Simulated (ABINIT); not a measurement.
# CsH (Pm-3m): G0W0 with ABINIT, start to end, part 3 of 3

Wanted: ground state, empty states, screening and self-energy for CsH (Pm-3m).

ABINIT 10.8.3; LDA and many-body steps on it, plane waves. Known limits of the many-body steps: not at the basis limit; no spin-orbit coupling; coarse k mesh.

So far. Step 3 (Bands along the symmetry lines): The gap is 2.297 eV, as in the run before at this level. Step 4 (Empty states on the mesh, 4×4×4 mesh, 31 bands): On this mesh the gap is 2.297 eV.

**5. Screening, 4×4×4 mesh, 27 bands, screening to 87.1 eV**

The RPA dielectric matrix is built and inverted for each q.

This step: RPA screening on LDA, plane waves, norm-conserving pseudopotentials.

Input file run.abi:

```
acell 3*1.0 Angstrom
rprim 
  3.818408540000 0.000000000000 0.000000000000
  0.000000000000 3.818408540000 0.000000000000
  0.000000000000 0.000000000000 3.818408540000
ntypat 2
znucl 55 1
natom 2
typat 1 2
xred 
  0.000000000000 0.000000000000 0.000000000000
  0.500000000000 0.500000000000 0.500000000000
pp_dirpath "pseudos"
pseudos "Cs.upf, H.upf"
ecut 31
ngkpt 4 4 4
nshiftk 1
shiftk 0 0 0
kptopt 1
chksymbreak 0
istwfk *1
occopt 1
irdwfk 1
optdriver 3
nband 27
ecuteps 3.2
inclvkb 2
awtr 1
symchi 1
indata_prefix "in"
outdata_prefix "out"
tmpdata_prefix "tmp"
```

On the command line:

```sh
$ OMP_NUM_THREADS=1 mpirun -n 4 abinit run.abi > log
```

Numbers of over 12 decimals in the logs are rounded to 6 here.

Output:

```text
.Version 10.8.3 of ABINIT. v10.8.2 released Aug 2026.

 Symmetries : space group Pm -3 m (#221); Bravais cP (primitive cubic)
[... echo of the input left out ...]
== DATASET  1 ==================================================================
-   mpi_nproc: 4, omp_nthreads: 1 (-1 if OMP is not activated)

--- !DatasetInfo
iteration_state: {dtset: 1, }
dimensions: {natom: 2, nkpt: 10, mband: 27, nsppol: 1, nspinor: 1, nspden: 1, mpw: 3136, }
cutoff_energies: {ecut:  31.0, pawecutdg:  -1.0, }
electrons: {nelect:   1.00000000E+01, charge:   0.00000000E+00, occopt:   1.00000000E+00, tsmear:   1.00000000E-02, }

 SCREENING: Calculation of the susceptibility and dielectric matrices

 Based on a program developped by R.W. Godby, V. Olevano, G. Onida, and L. Reining.
 Incorporated in ABINIT by V. Olevano, G.-M. Rignanese, and M. Torrent.
.Using double precision arithmetic ; gwpc =  8

[... cell and pseudopotentials left out ...]
--------------------------------------------------------------------------------

 ==== K-mesh for the wavefunctions ====
 Number of points in the irreducible wedge :    10
[... list of points left out ...]
 Together with 48 symmetry operations and time-reversal symmetry
 yields    64 points in the full Brillouin Zone.

 ==== Q-mesh for the screening function ====
 Number of points in the irreducible wedge :    10
[... list of points left out ...]
 Together with 48 symmetry operations and time-reversal symmetry
 yields    64 points in the full Brillouin Zone.

 setmesh: FFT mesh size selected  =    24x   24x   24
          total number of points  =        13824

 vcoul_init : cutoff-mode = AUXILIARY_FUNCTION
 q-points for optical limit:   1
     1)      0.000010    0.000020    0.000030

- screening: taking advantage of time-reversal symmetry
- Maximum band index for partially occupied states nbvw = 5
- Remaining bands to be divided among processors   nbcw = 22
- Number of bands treated by each node ~5

 Number of electrons calculated from density =   10.0000; Expected =   10.0000
 average of density, n =  0.026617
 r_s =    2.0777
 omega_plasma =   15.7374 [eV]

 calculating chi0 at frequencies [eV] :
  1    0.000000E+00    0.000000E+00
  2    0.000000E+00    1.573743E+01

--------------------------------------------------------------------------------
  q-point number  1        q = ( 0.000000, 0.000000, 0.000000) [r.l.u.]
--------------------------------------------------------------------------------
[... chi0 elements left out ...]
 For q-point:  0.000010 0.000020 0.000030
  dielectric constant =   3.8278
  dielectric constant without local fields =   4.3476

  Average fulfillment of the sum rule on Im[epsilon] for q-point    1 :     52.29  [%]
[... wings left out ...]
  q-point number  2        q = ( 0.250000, 0.000000, 0.000000) [r.l.u.]
--------------------------------------------------------------------------------
[... chi0 elements left out ...]
  Average fulfillment of the sum rule on Im[epsilon] for q-point    2 :     87.29  [%]

 [... 8 further q-points ...]
```

The job ended after 4.2 s (4 MPI ranks of Intel Xeon Platinum 8488C (Sapphire Rapids), shared host; peak memory 0.48 GiB; 16 s of CPU time).

This step gave:

* ε∞ with local fields, on this mesh, along the program's q direction: 3.828
* the same without local fields: 4.348
* plasma frequency: 15.74 eV
* plane waves in the screening matrix: 93

Local fields lower ε∞ by 12 %. On a Γ-centred mesh this coarse the value itself is usually too large, while a short band sum pulls it down.

**6. Self-energy, 4×4×4 mesh, 27 bands, screening to 87.1 eV**

The self-energy is evaluated for the states that the input lists, and the levels follow from it, in one-shot runs by the linearised quasiparticle equation.

This step: G0W0 on LDA, plane waves, norm-conserving pseudopotentials.

Edit run.abi of step 5 so:

```diff
@@ -23,8 +23,19 @@
 irdwfk 1
-optdriver 3
+optdriver 4
 nband 27
+gwcalctyp 0
+ecutsigx 31
+symsigma 1
+nkptgw 3
+kptgw 
+  0.5000000000 0.5000000000 0.5000000000
+  0.5000000000 0.0000000000 0.0000000000
+  0.0000000000 0.0000000000 0.0000000000
+bdgw 
+  2 8
+  3 7
+  2 7
 ecuteps 3.2
-inclvkb 2
-awtr 1
-symchi 1
+irdscr 1
+ppmodel 1
 indata_prefix "in"
```

Output:

```text
.Version 10.8.3 of ABINIT. v10.8.2 released Aug 2026.

 Symmetries : space group Pm -3 m (#221); Bravais cP (primitive cubic)
[... echo of the input left out ...]
== DATASET  1 ==================================================================
-   mpi_nproc: 4, omp_nthreads: 1 (-1 if OMP is not activated)

--- !DatasetInfo
iteration_state: {dtset: 1, }
dimensions: {natom: 2, nkpt: 10, mband: 27, nsppol: 1, nspinor: 1, nspden: 1, mpw: 3136, }
cutoff_energies: {ecut:  31.0, pawecutdg:  -1.0, }
electrons: {nelect:   1.00000000E+01, charge:   0.00000000E+00, occopt:   1.00000000E+00, tsmear:   1.00000000E-02, }

 SIGMA: Calculation of the GW corrections

 Based on a program developped by R.W. Godby, V. Olevano, G. Onida, and L. Reining.
 Incorporated in ABINIT by V. Olevano, G.-M. Rignanese, and M. Torrent.
.Using double precision arithmetic ; gwpc =  8

[... cell and pseudopotentials left out ...]
--------------------------------------------------------------------------------

 ==== K-mesh for the wavefunctions ====
 Number of points in the irreducible wedge :    10
[... list of points left out ...]
 Together with 48 symmetry operations and time-reversal symmetry
 yields    64 points in the full Brillouin Zone.

 ==== Q-mesh for screening function ====
 Number of points in the irreducible wedge :    10
[... list of points left out ...]
 Together with 48 symmetry operations and time-reversal symmetry
 yields    64 points in the full Brillouin Zone.

 vcoul_init : cutoff-mode = AUXILIARY_FUNCTION
 q-points for optical limit:   1
     1)      0.000010    0.000020    0.000030
 setmesh: FFT mesh size selected  =    40x   40x   40
          total number of points  =        64000

 Number of electrons calculated from density =   10.0000; Expected =   10.0000
 average of density, n =  0.026617
 r_s =    2.0777
 omega_plasma =   15.7374 [eV]

 === KS Band Gaps ===
  >>>> For spin  1
   Minimum direct gap =   2.4881 [eV], located at k-point      :   0.5000  0.5000  0.5000
   Fundamental gap    =   2.2974 [eV], Top of valence bands at :   0.5000  0.5000  0.5000
                                       Bottom of conduction at :   0.5000  0.0000  0.0000
 SIGMA fundamental parameters:
 PLASMON POLE MODEL  1
 number of plane-waves for SigmaX                 3071
 number of plane-waves for SigmaC and W             93
 number of plane-waves for wavefunctions          3071
 number of bands                                    27
 number of independent spin polarizations            1
 number of spinorial components                      1
 number of k-points in IBZ                          10
 number of q-points in IBZ                          10
 number of symmetry operations                      48
 number of k-points in BZ                           64
 number of q-points in BZ                           64
 number of frequencies for dSigma/dE                 9
 frequency step for dSigma/dE [eV]                0.25
 number of omega for Sigma on real axis              0
 max omega for Sigma on real axis  [eV]           0.00
 zcut for avoiding poles [eV]                     0.10

 EPSILON^-1 parameters (SCR file):
 dimension of the eps^-1 matrix on file             93
 dimension of the eps^-1 matrix used                93
 number of plane-waves for wavefunctions          3071
 number of bands                                    27
 number of q-points in IBZ                          10
 number of frequencies                               2
 number of real frequencies                          1
 number of imag frequencies                          1

 matrix elements of self-energy operator (all in [eV])

 Perturbative Calculation

--- !SelfEnergy_ee
iteration_state: {dtset: 1, }
kpoint     : [   0.500,    0.500,    0.500, ]
spin       : 1
KS_gap     :    2.488
QP_gap     :    4.365
Delta_QP_KS:    1.877
data: !SigmaeeData |
     Band     E0 <VxcDFT>   SigX SigC(E0)      Z dSigC/dE  Sig(E)    E-E0       E
        2  -6.265 -12.525 -17.202   3.103   0.777  -0.287 -13.747  -1.222  -7.487
        3  -6.265 -12.525 -17.202   3.103   0.777  -0.287 -13.747  -1.222  -7.487
        4  -6.265 -12.525 -17.202   3.103   0.777  -0.287 -13.747  -1.222  -7.487
        5   2.652  -9.762 -12.821   2.093   0.776  -0.289 -10.511  -0.749   1.904
        6   5.141  -7.818  -3.689  -2.767   0.828  -0.207  -6.690   1.128   6.269
        7   5.141  -7.818  -3.689  -2.767   0.828  -0.207  -6.690   1.128   6.269
        8   5.141  -7.818  -3.689  -2.767   0.828  -0.207  -6.690   1.128   6.269

--- !SelfEnergy_ee
iteration_state: {dtset: 1, }
kpoint     : [   0.500,    0.000,    0.000, ]
spin       : 1
KS_gap     :    2.559
QP_gap     :    4.531
Delta_QP_KS:    1.972
data: !SigmaeeData |
     Band     E0 <VxcDFT>   SigX SigC(E0)      Z dSigC/dE  Sig(E)    E-E0       E
        3  -5.102 -13.267 -17.637   2.916   0.788  -0.269 -14.413  -1.145  -6.247
        4  -5.102 -13.267 -17.637   2.916   0.788  -0.269 -14.413  -1.145  -6.247
        5   2.391 -10.032 -13.255   2.207   0.778  -0.285 -10.823  -0.791   1.600
[...]
--- !SelfEnergy_ee
iteration_state: {dtset: 1, }
kpoint     : [   0.000,    0.000,    0.000, ]
spin       : 1
KS_gap     :    5.220
QP_gap     :    7.482
Delta_QP_KS:    2.262
data: !SigmaeeData |
     Band     E0 <VxcDFT>   SigX SigC(E0)      Z dSigC/dE  Sig(E)    E-E0       E
[...]
3  -5.262 -13.128 -17.540   2.944   0.784  -0.275 -14.279  -1.152  -6.414
        4  -5.262 -13.128 -17.540   2.944   0.784  -0.275 -14.279  -1.152  -6.414
        5   0.539  -8.712 -12.293   2.417   0.768  -0.302  -9.606  -0.894  -0.355
        6   5.759  -8.498  -3.789  -3.049   0.824  -0.213  -7.130   1.368   7.126
        7   5.759  -8.498  -3.789  -3.049   0.824  -0.213  -7.130   1.368   7.126

== END DATASET(S) ==============================================================
================================================================================

 -outvars: echo values of variables after computation  --------
           etotal      0.0000000000E+00
            nband          27
             nkpt          10
          spgroup         221
 [... the other variables as echoed above ...]

 Calculation completed.
```

The job ended after 3.6 s (4 MPI ranks; peak memory 0.58 GiB; 14 s of CPU time).

This step gave:

```yaml
g0w0_gap_on_the_points_computed: 4.227 eV
starting_gap_on_the_mesh: 2.297 eV
k_of_the_valence_top: 0.5, 0.5, 0.5
k_of_the_conduction_bottom: 0.5, 0, 0
z_at_the_valence_top: 0.776
z_at_the_conduction_bottom: 0.83
least_direct_g0w0_gap_on_the_computed_points: 4.365 eV
```

The gap on the mesh goes from 2.30 eV to 4.23 eV, a correction of +1.93 eV.

Limits: finite bands, cutoff and mesh; no spin-orbit coupling; coarse k mesh. v1 is the top filled band, c1 the lowest empty one. The levels before and after the correction (eV, zero at the valence-band top of each column):

|  | conduction bottom | valence top |
| --- | --- | --- |
| Kohn-Sham | 2.30 | 0.00 |
| G0W0 | 4.23 | 0.00 |

|  | level | energy (eV) |
| --- | --- | --- |
| Kohn-Sham | (0.5 0.5 0.5) v4-v2 | -8.917 |
| Kohn-Sham | (0.5 0.5 0.5) v1 | 0.000 |
| Kohn-Sham | (0.5 0.5 0.5) c1-c3 | 2.488 |
| Kohn-Sham | (0.5 0 0) v3-v2 | -7.754 |
| Kohn-Sham | (0.5 0 0) v1 | -0.262 |
| Kohn-Sham | (0.5 0 0) c1 | 2.297 |
| Kohn-Sham | (0.5 0 0) c2 | 3.906 |
| G0W0 | (0.5 0.5 0.5) v4-v2 | -9.391 |
| G0W0 | (0.5 0.5 0.5) v1 | 0.000 |
| G0W0 | (0.5 0.5 0.5) c1-c3 | 4.365 |
| G0W0 | (0.5 0 0) v3-v2 | -8.151 |
| G0W0 | (0.5 0 0) v1 | -0.304 |
| G0W0 | (0.5 0 0) c1 | 4.227 |
| G0W0 | (0.5 0 0) c2 | 6.139 |

**7. Where the time went**

Times are wall times on 4 MPI ranks of Intel Xeon Platinum 8488C (Sapphire Rapids), shared host, good to a factor of about two.

| step | time | share | memory (GiB) |
| --- | --- | --- | --- |
| ground state | 5.6 s | 18 % | 0.32 |
| bands along the symmetry lines | 10 s | 34 % | 0.3 |
| empty states on the mesh | 7 s | 23 % | 0.29 |
| screening | 4.2 s | 14 % | 0.48 |
| self-energy | 3.6 s | 12 % | 0.58 |

**8. Outcome**

| Item | Value |
| --- | --- |
| LDA gap | 2.30 eV, indirect |
| G0W0 gap on the mesh | 4.23 eV |
| GW settings | 4×4×4 mesh, 27 bands, screening to 87.1 eV, Godby-Needs plasmon pole |
| known limits | not at the basis limit; no spin-orbit coupling; coarse k mesh |

In words: G0W0 moves the gap on the mesh from 2.30 eV to 4.23 eV (+1.93 eV), with Z of 0.78 and 0.83 at the edges. Local fields lower the RPA ε∞ on this mesh from 4.35 to 3.83; a Γ-centred mesh this coarse tends to raise both, most where the direct gap is narrow, while a short band sum lowers them. Only 3 of the mesh's irreducible points were corrected, so a valley elsewhere could overtake. The dearest step here is «bands along the symmetry lines». Bands and cutoff are finite, so the gap is not at the basis limit. The miss can reach some tenths of an eV and take either sign; the mesh is an error of its own. In the G0W0 run levels were corrected at 3 k points alone, so a gap called «on the mesh» is the least over those, and an edge elsewhere would be missed. The 4×4×4 mesh is coarse for this cell, which bears on the long-range parts of exchange and screening. The many-body steps are scalar-relativistic: spin-orbit coupling is not in them.

[Paths, hosts, dates, memory and timing lines, banners, echoed tables and standing remarks are left out of the program output.]

[Logs are printed without paths, hosts, clocks, repeated set-up lines and the standing remarks that a program may print on its own settings, such as how far it seeks lower states.]

[Runs of the session that timed out or met a known fault of the program may be left out.]

[Hosts, paths, dates, database ids (printed as entryN), source tags and the programs' standing remarks are cut or masked in the printed files.]

[G0W0 gaps are taken among the corrected bands and points alone; a level outside them can change the order at an edge.]

[Where Ansatz stands beside ABINIT at settings called matched, ABINIT's density can come from a denser mesh and the files from another edition; pairs whose starting gaps differed by over 0.03 eV were left out, so agreement reads better than it is.]
